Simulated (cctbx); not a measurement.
# Interatomic vectors of La3Sc2

Space group P4_2/mnm (no. 136), a = 8.9710 Å, b = 8.9710 Å, c = 8.3850 Å, α = 90.00°, β = 90.00°, γ = 90.00°, content La12 Sc8.

Simulated single-crystal data (cctbx): Ag Kα, λ = 0.56087 Å, to d = 0.8 Å, 50 % of the full sphere, strongest reflection 40000 counts, noise from counting, a 4 % proportional error and a noise floor of 4 counts (s.d.); no absorption.

Patterson synthesis, origin scaled to 1000:

```text
Patterson group P 4/m m m
      u       v       w   height  length (A)
  0.000   0.000   0.000   1000.0     0.00
  0.000   0.000   0.500    293.4     4.19
  0.500   0.500   0.000    286.8     6.34
  0.500   0.500   0.500    286.6     7.60
  0.202   0.500   0.500    152.2     6.40
  0.194   0.304   0.250    148.3     3.85
  0.143   0.440   0.000    145.0     4.15
  0.354   0.354   0.500    144.6     6.15
  0.161   0.338   0.248    143.3     3.95
  0.086   0.500   0.500    135.7     6.19
  0.500   0.500   0.198     66.0     6.56
  0.300   0.300   0.000     63.4     3.80
  0.409   0.409   0.000     63.0     5.19
  0.000   0.272   0.302     49.8     3.52
```

**Question.** Which atom pairs make the peaks, and where is the heaviest atom?

A peak at u stands for all pairs with xi − xj = u, with weight Σ ZiZj against Σ Z² = 42516 at the origin. Peak heights follow these weights only roughly, since form factors, motion and series ripples differ, all vectors within 0.55 Å of a peak are counted as merged into it though the farther ones add only part of their weight, and F(000) is left out, which lowers the whole map:

| u | v | w | shortest length (Å) | height | 1000 ΣZiZj/ΣZ² | pairs in the cell |
| --- | --- | --- | --- | --- | --- | --- |
| 0.000 | 0.000 | 0.500 | 4.19 | 293 | 306 | 4 × La–La |
| 0.500 | 0.500 | 0.000 | 6.34 | 287 | 306 | 4 × La–La |
| 0.500 | 0.500 | 0.500 | 7.60 | 287 | 306 | 4 × La–La |
| 0.202 | 0.500 | 0.500 | 6.40 | 152 | 153 | 2 × La–La |
| 0.194 | 0.304 | 0.250 | 3.85 | 148 | 153 | 2 × La–La |
| 0.143 | 0.440 | 0.000 | 4.15 | 145 | 153 | 2 × La–La |
| 0.354 | 0.354 | 0.500 | 6.14 | 145 | 153 | 2 × La–La |
| 0.161 | 0.338 | 0.248 | 3.95 | 143 | 153 | 2 × La–La |
| 0.086 | 0.500 | 0.500 | 6.19 | 136 | 153 | 2 × La–La |
| 0.500 | 0.500 | 0.198 | 6.56 | 66 | 225 | 8 × La–Sc |

The table stops at ten peaks or at a height of 45, below which ripples compete. In the model behind the data La, the heaviest element, has 3 independent sites: (0.2944, 0.7056, 0), (0.1501, 0.1501, 0) and (0, 1/2, 3/4), up to an allowed shift of origin; the La–La vectors are differences of these positions and their symmetry mates. The whole model:

| atom | mult. | x | y | z | Ueq (Å²) |
| --- | --- | --- | --- | --- | --- |
| La1 | 4 | 0.2944 | 0.7056 | 0 | 0.0073 |
| La2 | 4 | 0.1501 | 0.1501 | 0 | 0.0044 |
| La3 | 4 | 0 | 1/2 | 3/4 | 0.0075 |
| Sc1 | 8 | 0.3830 | 0.3830 | 0.7969 | 0.0100 |

The model is made up (kin elements in a known structure type, no relaxation), so it says nothing on whether the phase exists.

[Logs are printed without paths, hosts, clocks, repeated set-up lines and the standing remarks that a program may print on its own settings, such as how far it seeks lower states.]
